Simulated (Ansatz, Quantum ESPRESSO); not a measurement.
# Conductance against width: vacuum gaps between two Cu(100) faces, part 4 of 6

How fast does transmission decay with width? The series: vacuum gaps between two Cu(100) faces.

Quantum ESPRESSO 7.5; plane-wave DFT, PBE, PseudoDojo norm-conserving pseudopotentials; cross-check by Ansatz 0.2.0 with PAW datasets.

So far. Step 6 (Transmission with pwcond.x, 4 Å): T goes from 0.564 to 0.203, a factor of 2.8. Step 7 (The same in Ansatz, 4 Å): Ansatz finds T = 0.203 against pwcond's 0.203.

In doubt: a PseudoDojo file used here is known to give poor structures and forces (steps 8, 9, 11, 12), which bears on pressures, cells, forces and phonons.

### Step 8. Ground state, 5 Å

Level of this step: plane-wave DFT, PBE, PseudoDojo norm-conserving pseudopotentials (Quantum ESPRESSO 7.5).

The input, j2.scf.in:

```
&control
  prefix = 'j2.scf'
  outdir = './out'
  pseudo_dir = './pseudo'
  calculation = 'scf'
  tprnfor = .true.
/
&system
  ibrav = 0
  nat = 12
  ntyp = 1
  ecutwfc = 84
  ecutrho = 336
  occupations = 'smearing'
  smearing = 'mv'
  degauss = 0.01
/
&electrons
  conv_thr = 1e-07
  mixing_beta = 0.25
  electron_maxstep = 120
  mixing_mode = 'local-TF'
/
ATOMIC_SPECIES
  Cu  63.5460  Cu.dojo-sr-pbe-0.4.1-standard.upf
CELL_PARAMETERS angstrom
  2.57386868351903 0.00000000000000 0.00000000000000
  0.00000000000000 2.57386868351903 0.00000000000000
  0.00000000000000 0.00000000000000 25.02000000000000
ATOMIC_POSITIONS crystal
  Cu  0.000000000000 0.000000000000 0.000000000000
  Cu  0.500000000000 0.500000000000 0.072741806555
  Cu  0.000000000000 0.000000000000 0.145483613110
  Cu  0.500000000000 0.500000000000 0.218225419664
  Cu  0.000000000000 0.000000000000 0.290967226219
  Cu  0.500000000000 0.500000000000 0.363709032774
  Cu  0.000000000000 0.000000000000 0.563549160671
  Cu  0.500000000000 0.500000000000 0.636290967226
  Cu  0.000000000000 0.000000000000 0.709032773781
  Cu  0.500000000000 0.500000000000 0.781774580336
  Cu  0.000000000000 0.000000000000 0.854516386890
  Cu  0.500000000000 0.500000000000 0.927258193445
K_POINTS automatic
  9 9 1 0 0 0
```

Started as:

```sh
$ OMP_NUM_THREADS=1 mpirun -n 4 pw.x -nk 4 -in j2.scf.in > j2.scf.out
```

Numbers of over 12 decimals in the logs are rounded to 6 here.

Log:

```text
[banner, memory and clock lines left out]
Program PWSCF v.7.5 starts
[...]
Message from routine setup:
[...]
number of electrons       =       228.00
     number of Kohn-Sham states=          137
     kinetic-energy cutoff     =      84.0000  Ry
     charge density cutoff     =     336.0000  Ry
[...]
number of k points=    15  Marzari-Vanderbilt smearing, width (Ry)=  0.0100
[...]
Dense  grid:   116203 G-vectors     FFT dimensions: (  30,  30, 288)
[...]
Starting wfcs are  120 randomized atomic wfcs +   17 random wfcs
[...]
estimated scf accuracy    <       2.91490427 Ry
[...]
estimated scf accuracy    <       1.09843793 Ry
[...]
estimated scf accuracy    <       0.07536718 Ry
[...]
estimated scf accuracy    <       0.02665092 Ry
[...]
estimated scf accuracy    <       0.00080611 Ry
[...]
estimated scf accuracy    <       0.00058023 Ry
[...]
estimated scf accuracy    <       0.00006713 Ry
[...]
estimated scf accuracy    <       0.00001130 Ry
[...]
estimated scf accuracy    <       0.00000816 Ry
[...]
estimated scf accuracy    <       0.00000060 Ry
[...]
estimated scf accuracy    <       0.00000012 Ry
[...]
the Fermi energy is    14.2971 ev
!    total energy              =   -4550.50230896 Ry
     estimated scf accuracy    <       0.00000001 Ry
     smearing contrib. (-TS)   =      -0.00036352 Ry
     internal energy E=F+TS    =   -4550.50194543 Ry
[...]
one-electron contribution =   -6122.89385826 Ry
     hartree contribution      =    3172.11414115 Ry
     xc contribution           =    -559.60346046 Ry
     ewald contribution        =   -1040.11876785 Ry
     convergence has been achieved in  12 iterations
[...]
Total force =     0.019161     Total SCF correction =     0.000881
[...]
```

Elapsed: 6 min, on 4 MPI ranks of Arm Neoverse N1, shared host; peak memory 1.8 GiB; 24 min of CPU time.

Read from the output:

- free energy: -61912.7380 eV
- Fermi energy: 14.30 eV

### Step 9. Transmission with pwcond.x, 5 Å

The input, j2.cond.in:

```
&inputcond
  outdir = './out'
  prefixt = 'j2.scf'
  tran_file = 'j2.cond.dat'
  bdl = 2.8284271247
  bds = 9.7207756403
  ikind = 1
  ewind = 4.0
  epsproj = 1e-05
  nz1 = 7
  energy0 = 0.4
  denergy = -0.4
/
45
  0.00000000 0.00000000 0.00390625
  0.00000000 0.06250000 0.01562500
  0.00000000 0.12500000 0.01562500
  0.00000000 0.18750000 0.01562500
  0.00000000 0.25000000 0.01562500
  0.00000000 0.31250000 0.01562500
  0.00000000 0.37500000 0.01562500
  0.00000000 0.43750000 0.01562500
  0.00000000 0.50000000 0.00781250
  0.06250000 0.06250000 0.01562500
  0.06250000 0.12500000 0.03125000
  0.06250000 0.18750000 0.03125000
  0.06250000 0.25000000 0.03125000
  0.06250000 0.31250000 0.03125000
  0.06250000 0.37500000 0.03125000
  0.06250000 0.43750000 0.03125000
  0.06250000 0.50000000 0.01562500
  0.12500000 0.12500000 0.01562500
  0.12500000 0.18750000 0.03125000
  0.12500000 0.25000000 0.03125000
  0.12500000 0.31250000 0.03125000
  0.12500000 0.37500000 0.03125000
  0.12500000 0.43750000 0.03125000
  0.12500000 0.50000000 0.01562500
  0.18750000 0.18750000 0.01562500
  0.18750000 0.25000000 0.03125000
  0.18750000 0.31250000 0.03125000
  0.18750000 0.37500000 0.03125000
  0.18750000 0.43750000 0.03125000
  0.18750000 0.50000000 0.01562500
  0.25000000 0.25000000 0.01562500
  0.25000000 0.31250000 0.03125000
  0.25000000 0.37500000 0.03125000
  0.25000000 0.43750000 0.03125000
  0.25000000 0.50000000 0.01562500
  0.31250000 0.31250000 0.01562500
  0.31250000 0.37500000 0.03125000
  0.31250000 0.43750000 0.03125000
  0.31250000 0.50000000 0.01562500
  0.37500000 0.37500000 0.01562500
  0.37500000 0.43750000 0.03125000
  0.37500000 0.50000000 0.01562500
  0.43750000 0.43750000 0.01562500
  0.43750000 0.50000000 0.01562500
  0.50000000 0.50000000 0.00390625
3
```

Started as:

```sh
$ OMP_NUM_THREADS=1 mpirun -n 4 pwcond.x -in j2.cond.in > j2.cond.out
```

Log:

```text
[banner, memory and clock lines left out]
Program PWCOND v.7.5 starts
[citation notice left out]

[...]
./out/j2.scf.save/

     IMPORTANT: XC functional enforced from input :
     Exchange-correlation= PBE
                           (   1   4   3   4   0   0   0)
     Any further DFT definition will be discarded
     Please, verify this is what you really want

     Reading collected, re-writing distributed wavefunctions

===== INPUT FILE containing all the regions =====

     GEOMETRY:

     lattice parameter (alat)  =       4.8639  a.u.
[...]
Nchannels of the left tip =            0
 Right moving states:
   k1(2pi/a)   k2(2pi/a)   E-Ef (eV)
 Left moving states:
   k1(2pi/a)   k2(2pi/a)   E-Ef (eV)

 to transmit
          E-Ef(ev), T =    0.0000000   0.0000000
---  E-Ef =   -0.4000000  k =    0.5000000   0.5000000
---  ie =          3  ik =         45
 Nchannels of the left tip =            0
 Right moving states:
   k1(2pi/a)   k2(2pi/a)   E-Ef (eV)
 Left moving states:
   k1(2pi/a)   k2(2pi/a)   E-Ef (eV)

 to transmit
          E-Ef(ev), T =   -0.4000000   0.0000000
   T_tot     0.40000      0.12305E+00
   T_tot     0.00000      0.87538E-01
   T_tot    -0.40000      0.63680E-01

[...]
```

It took 6.2 min on 4 MPI ranks; peak memory 0.24 GiB.

Read from the output:

```
lead channels at the Fermi level, one spin : 0.9102
transmission at the Fermi level, one spin  : 0.04377
conductance                                : 0.04377 G₀
```

Per spin; mean over the k mesh across the current. Table of transmission, zone mean by energy, zero at the Fermi level:

```
energy (eV)  transmission, zone mean
     -0.400                   0.0318
      0.000                   0.0438
      0.400                   0.0615
```

At 0.000 eV; k in fractions of b1, b2. Transmission by k point, the first 40 of 45 rows:

```
    k1      k2    weight         t  channels
     0       0  0.003906    0.4622         1
     0  0.0625   0.01562    0.3696         1
     0   0.125   0.01562    0.2202         1
     0  0.1875   0.01562    0.1252         1
     0    0.25   0.01562   0.06842         1
     0  0.3125   0.01562   0.03674         1
     0   0.375   0.01562   0.01896         1
     0  0.4375   0.01562  0.009894         1
     0     0.5  0.007812         0         0
0.0625  0.0625   0.01562    0.3036         1
0.0625   0.125   0.03125    0.1877         1
0.0625  0.1875   0.03125    0.1104         1
0.0625    0.25   0.03125   0.06183         1
0.0625  0.3125   0.03125   0.03328         1
0.0625   0.375   0.03125   0.01707         1
0.0625  0.4375   0.03125  0.008456         1
0.0625     0.5   0.01562         0         0
 0.125   0.125   0.01562    0.1318         1
 0.125  0.1875   0.03125   0.07972         1
 0.125    0.25   0.03125   0.04623         1
 0.125  0.3125   0.03125   0.02513         1
 0.125   0.375   0.03125   0.01283         1
 0.125  0.4375   0.03125  0.005124         1
 0.125     0.5   0.01562   8.07e-5         2
0.1875  0.1875   0.01562   0.05104         1
0.1875    0.25   0.03125   0.03032         1
0.1875  0.3125   0.03125   0.01676         1
0.1875   0.375   0.03125  0.008094         1
0.1875  0.4375   0.03125  0.002266         1
0.1875     0.5   0.01562         0         1
  0.25    0.25   0.01562   0.01827         1
  0.25  0.3125   0.03125  0.009854         1
  0.25   0.375   0.03125  0.004417         1
  0.25  0.4375   0.03125   9.04e-4         1
  0.25     0.5   0.01562         0         0
0.3125  0.3125   0.01562  0.005052         1
0.3125   0.375   0.03125   0.00209         1
0.3125  0.4375   0.03125   3.62e-4         1
0.3125     0.5   0.01562         0         0
 0.375   0.375   0.01562   7.36e-4         1
```

T goes from 0.203 to 0.0438, a factor of 4.6.

### Step 10. The same in Ansatz, 5 Å

Level of this step: plane-wave DFT, PBE, Ansatz PAW (Ansatz 0.2.0).

The input, input.yaml:

```yaml
crystal:
  lattice:
    - [2.5738686835, 0.0, 0.0]
    - [0.0, 2.5738686835, 0.0]
    - [0.0, 0.0, 25.02]
  atoms:
    - { symbol: Cu, position: [0.0, 0.0, 0.0] }
    - { symbol: Cu, position: [0.5, 0.5, 0.0727418066] }
    - { symbol: Cu, position: [0.0, 0.0, 0.1454836131] }
    - { symbol: Cu, position: [0.5, 0.5, 0.2182254197] }
    - { symbol: Cu, position: [0.0, 0.0, 0.2909672262] }
    - { symbol: Cu, position: [0.5, 0.5, 0.3637090328] }
    - { symbol: Cu, position: [0.0, 0.0, 0.5635491607] }
    - { symbol: Cu, position: [0.5, 0.5, 0.6362909672] }
    - { symbol: Cu, position: [0.0, 0.0, 0.7090327738] }
    - { symbol: Cu, position: [0.5, 0.5, 0.7817745803] }
    - { symbol: Cu, position: [0.0, 0.0, 0.8545163869] }
    - { symbol: Cu, position: [0.5, 0.5, 0.9272581934] }
kpoints:
  mp_grid: { grid: [9, 9, 1] }
hamiltonian:
  xc: pbe
scf:
  occupations: { method: fermi_dirac, width: 0.1 }
  convergence: { dr2_threshold: 1.0e-08 }
output:
  transmission: { leads: [[0, 2]], e_range: [-0.4, 0.4], de: 0.4, kmesh: [16, 16] }
  write_potential: true
  write_density: true
  volumetric_format: npy
  elf: true
```

Started as:

```sh
$ ansatz run input.yaml --threads 4 --pin off --max-ram 10240MiB --backend cpu --events-out ev --progress --plain --runs-dir out
```

Log:

```text
[...]
Crystal: 12 atoms, lattice volume = 165.752 Å³
Basis set: ecut = 420 eV, 3255 PW (Γ)
Bands: 137, of which v1, the nominal top of the filled ones, is band 114 counted from 1 (113 counted from 0)
Symmetry: 16 space group operations
[...]
k-points: 15 of 81
[...]
k-point 14: bands = [... 110 lower, 15.5699, 15.6981, 16.1497, 16.2935, 16.7905, 17.0628, 17.5830, 17.9380, ... 19 higher]
--- Transmission ---
  basis      : 61 plane waves across, 32 finite elements along
  points     : 45, standing for a mesh of 16 x 16
[...]
channels       : 9.257812e-1 a spin
[...]
slowest decay  : 0.1673 /Å at (0.4375, 0.4375)
  junction   : crystal 0 to crystal 0, -0.21 to 21.17 Å
    transmission   : 4.357474e-2 a spin
[...]
[key lines of the parts left out:]
SCF converged after 10 iterations
Free energy (F): -79500.964556 eV
Fermi energy:    13.731378 eV
```

Wall time 30 s (4 threads); peak memory 0.81 GiB; 1.8 min of CPU time.

This step gave:

* free energy: -79500.9646 eV
* energy at zero smearing: -79500.9096 eV
* smearing term TS: 0.1100 eV
* Fermi energy: 13.73 eV
* transmission at the Fermi level, one spin: 0.04357
* lead channels at the Fermi level, one spin: 0.9258
* step of the lead's Hamiltonian over a period: 13.9 meV

Per spin; mean over the k mesh across the current. The transmission, zone mean by energy, zero at the Fermi level:

```
energy (eV)  transmission, zone mean
     -0.400                   0.0314
      0.000                   0.0436
      0.400                   0.0617
```

Ansatz finds T = 0.0436 against pwcond's 0.0438.

### Step 11. SCF with pw.x, 6 Å

Level of this step: plane-wave DFT, PBE, PseudoDojo norm-conserving pseudopotentials (Quantum ESPRESSO 7.5).

The input, j3.scf.in:

```
&control
  prefix = 'j3.scf'
  outdir = './out'
  pseudo_dir = './pseudo'
  calculation = 'scf'
  tprnfor = .true.
/
&system
  ibrav = 0
  nat = 12
  ntyp = 1
  ecutwfc = 84
  ecutrho = 336
  occupations = 'smearing'
  smearing = 'mv'
  degauss = 0.01
/
&electrons
  conv_thr = 1e-07
  mixing_beta = 0.25
  electron_maxstep = 120
  mixing_mode = 'local-TF'
/
ATOMIC_SPECIES
  Cu  63.5460  Cu.dojo-sr-pbe-0.4.1-standard.upf
CELL_PARAMETERS angstrom
  2.57386868351903 0.00000000000000 0.00000000000000
  0.00000000000000 2.57386868351903 0.00000000000000
  0.00000000000000 0.00000000000000 26.02000000000000
ATOMIC_POSITIONS crystal
  Cu  0.000000000000 0.000000000000 0.000000000000
  Cu  0.500000000000 0.500000000000 0.069946195234
  Cu  0.000000000000 0.000000000000 0.139892390469
  Cu  0.500000000000 0.500000000000 0.209838585703
  Cu  0.000000000000 0.000000000000 0.279784780938
  Cu  0.500000000000 0.500000000000 0.349730976172
  Cu  0.000000000000 0.000000000000 0.580322828593
  Cu  0.500000000000 0.500000000000 0.650269023828
  Cu  0.000000000000 0.000000000000 0.720215219062
  Cu  0.500000000000 0.500000000000 0.790161414297
  Cu  0.000000000000 0.000000000000 0.860107609531
  Cu  0.500000000000 0.500000000000 0.930053804766
K_POINTS automatic
  9 9 1 0 0 0
```

Started as:

```sh
$ OMP_NUM_THREADS=1 mpirun -n 4 pw.x -nk 4 -in j3.scf.in > j3.scf.out
```

Log:

```text
[banner, memory and clock lines left out]
Program PWSCF v.7.5 starts
[...]
Message from routine setup:
[...]
number of electrons       =       228.00
     number of Kohn-Sham states=          137
     kinetic-energy cutoff     =      84.0000  Ry
     charge density cutoff     =     336.0000  Ry
[...]
number of k points=    15  Marzari-Vanderbilt smearing, width (Ry)=  0.0100
[...]
Dense  grid:   120911 G-vectors     FFT dimensions: (  30,  30, 288)
[...]
Starting wfcs are  120 randomized atomic wfcs +   17 random wfcs
[...]
estimated scf accuracy    <       2.90848066 Ry
[...]
estimated scf accuracy    <       1.09983512 Ry
[...]
estimated scf accuracy    <       0.07883928 Ry
[...]
estimated scf accuracy    <       0.02804720 Ry
[...]
estimated scf accuracy    <       0.00105712 Ry
[...]
estimated scf accuracy    <       0.00082609 Ry
[...]
estimated scf accuracy    <       0.00010825 Ry
[...]
estimated scf accuracy    <       0.00002003 Ry
[...]
estimated scf accuracy    <       0.00001352 Ry
[...]
estimated scf accuracy    <       0.00000139 Ry
[...]
estimated scf accuracy    <       0.00000024 Ry
[...]
the Fermi energy is    13.5840 ev
!    total energy              =   -4550.50388943 Ry
     estimated scf accuracy    <       0.00000003 Ry
     smearing contrib. (-TS)   =      -0.00050126 Ry
     internal energy E=F+TS    =   -4550.50338817 Ry
[...]
one-electron contribution =   -8479.97131919 Ry
     hartree contribution      =    4344.62978802 Ry
     xc contribution           =    -559.60394765 Ry
     ewald contribution        =     144.44209065 Ry
     convergence has been achieved in  12 iterations
[...]
Total force =     0.019426     Total SCF correction =     0.001381
[...]
```

Elapsed: 6.2 min, on 4 MPI ranks; peak memory 1.8 GiB.

Read from the output:

| Property | Result |
| --- | --- |
| free energy | -61912.7595 eV |
| Fermi energy | 13.58 eV |

### Step 12. The open system, 6 Å

j3.cond.in, as its differences from the input of step 9:

```diff
@@ -2,6 +2,6 @@
   outdir = './out'
-  prefixt = 'j2.scf'
-  tran_file = 'j2.cond.dat'
+  prefixt = 'j3.scf'
+  tran_file = 'j3.cond.dat'
   bdl = 2.8284271247
-  bds = 9.7207756403
+  bds = 10.1092958497
   ikind = 1
```

Started as:

```sh
$ OMP_NUM_THREADS=1 mpirun -n 4 pwcond.x -in j3.cond.in > j3.cond.out
```

Log:

```text
[banner, memory and clock lines left out]
Program PWCOND v.7.5 starts
[citation notice left out]

[...]
./out/j3.scf.save/

     IMPORTANT: XC functional enforced from input :
     Exchange-correlation= PBE
                           (   1   4   3   4   0   0   0)
     Any further DFT definition will be discarded
     Please, verify this is what you really want

     Reading collected, re-writing distributed wavefunctions

===== INPUT FILE containing all the regions =====

     GEOMETRY:

     lattice parameter (alat)  =       4.8639  a.u.
[...]
Nchannels of the left tip =            0
 Right moving states:
   k1(2pi/a)   k2(2pi/a)   E-Ef (eV)
 Left moving states:
   k1(2pi/a)   k2(2pi/a)   E-Ef (eV)

 to transmit
          E-Ef(ev), T =    0.0000000   0.0000000
---  E-Ef =   -0.4000000  k =    0.5000000   0.5000000
---  ie =          3  ik =         45
 Nchannels of the left tip =            0
 Right moving states:
   k1(2pi/a)   k2(2pi/a)   E-Ef (eV)
 Left moving states:
   k1(2pi/a)   k2(2pi/a)   E-Ef (eV)

 to transmit
          E-Ef(ev), T =   -0.4000000   0.0000000
   T_tot     0.40000      0.23649E-01
   T_tot     0.00000      0.14009E-01
   T_tot    -0.40000      0.88150E-02

[...]
```

Run time: 6.4 min. Hardware: 4 MPI ranks; peak memory 0.24 GiB; 26 min of CPU time.

Numbers from this step:

| Item | Value |
| --- | --- |
| transmission at the Fermi level, one spin | 0.007004 |
| conductance | 0.007004 G₀ |

Per spin; mean over the k mesh across the current. Table of transmission, zone mean by energy, zero at the Fermi level:

```
energy (eV)  transmission, zone mean
     -0.400                  0.00441
      0.000                  0.00700
      0.400                   0.0118
```

T goes from 0.0438 to 0.00700, a factor of 6.2.

### Step 13. Cross-check with Ansatz, 6 Å

Level of this step: plane-wave DFT, PBE, Ansatz PAW (Ansatz 0.2.0).

The input, input.yaml:

```yaml
crystal:
  lattice:
    - [2.5738686835, 0.0, 0.0]
    - [0.0, 2.5738686835, 0.0]
    - [0.0, 0.0, 26.02]
  atoms:
    - { symbol: Cu, position: [0.0, 0.0, 0.0] }
    - { symbol: Cu, position: [0.5, 0.5, 0.0699461952] }
    - { symbol: Cu, position: [0.0, 0.0, 0.1398923905] }
    - { symbol: Cu, position: [0.5, 0.5, 0.2098385857] }
    - { symbol: Cu, position: [0.0, 0.0, 0.2797847809] }
    - { symbol: Cu, position: [0.5, 0.5, 0.3497309762] }
    - { symbol: Cu, position: [0.0, 0.0, 0.5803228286] }
    - { symbol: Cu, position: [0.5, 0.5, 0.6502690238] }
    - { symbol: Cu, position: [0.0, 0.0, 0.7202152191] }
    - { symbol: Cu, position: [0.5, 0.5, 0.7901614143] }
    - { symbol: Cu, position: [0.0, 0.0, 0.8601076095] }
    - { symbol: Cu, position: [0.5, 0.5, 0.9300538048] }
kpoints:
  mp_grid: { grid: [9, 9, 1] }
hamiltonian:
  xc: pbe
scf:
  occupations: { method: fermi_dirac, width: 0.1 }
  convergence: { dr2_threshold: 1.0e-08 }
output:
  transmission: { leads: [[0, 2]], e_range: [-0.4, 0.4], de: 0.4, kmesh: [16, 16] }
  write_potential: true
  write_density: true
  volumetric_format: npy
```

Started as:

```sh
$ ansatz run input.yaml --threads 4 --pin off --max-ram 10240MiB --backend cpu --events-out ev --progress --plain --runs-dir out
```

Log:

```text
[...]
Crystal: 12 atoms, lattice volume = 172.377 Å³
Basis set: ecut = 420 eV, 3411 PW (Γ)
Bands: 137, of which v1, the nominal top of the filled ones, is band 114 counted from 1 (113 counted from 0)
Symmetry: 16 space group operations
[...]
k-points: 15 of 81
[...]
k-point 14: bands = [... 110 lower, 14.8756, 15.0018, 15.4513, 15.5913, 16.0958, 16.3729, 16.8811, 17.2295, ... 19 higher]
--- Transmission ---
  basis      : 61 plane waves across, 33 finite elements along
  points     : 45, standing for a mesh of 16 x 16
[...]
channels       : 9.257812e-1 a spin
[...]
slowest decay  : 0.1674 /Å at (0.4375, 0.4375)
  junction   : crystal 0 to crystal 0, -0.21 to 22.17 Å
    transmission   : 6.878147e-3 a spin
[...]
[key lines of the parts left out:]
SCF converged after 10 iterations
Free energy (F): -79500.955652 eV
Fermi energy:    13.033982 eV
```

Wall time 34 s (4 threads); peak memory 0.95 GiB; 2.1 min of CPU time.

Read from the output:

* free energy: -79500.9557 eV
* energy at zero smearing: -79500.9013 eV
* smearing term TS: 0.1088 eV
* Fermi energy: 13.03 eV
* transmission at the Fermi level, one spin: 0.006878
* step of the lead's Hamiltonian over a period: 13.3 meV

Per spin; mean over the k mesh across the current. Transmission, zone mean against energy, zero at the Fermi level:

```
energy (eV)  transmission, zone mean
     -0.400                  0.00428
      0.000                  0.00688
      0.400                   0.0116
```

Ansatz finds T = 0.00688 against pwcond's 0.00700.

(Part 4 of 6 ends here.)

[Logs are printed without paths, hosts, clocks, repeated set-up lines and the standing remarks that a program may print on its own settings, such as how far it seeks lower states.]

[Hosts, paths, dates, database ids (printed as entryN), source tags and the programs' standing remarks are cut or masked in the printed files.]

[Maps of the electrostatic potential energy from Ansatz leave out the sawtooth potential of an applied field or a dipole correction, so their vacuum need not be flat; planar profiles and work functions include it.]
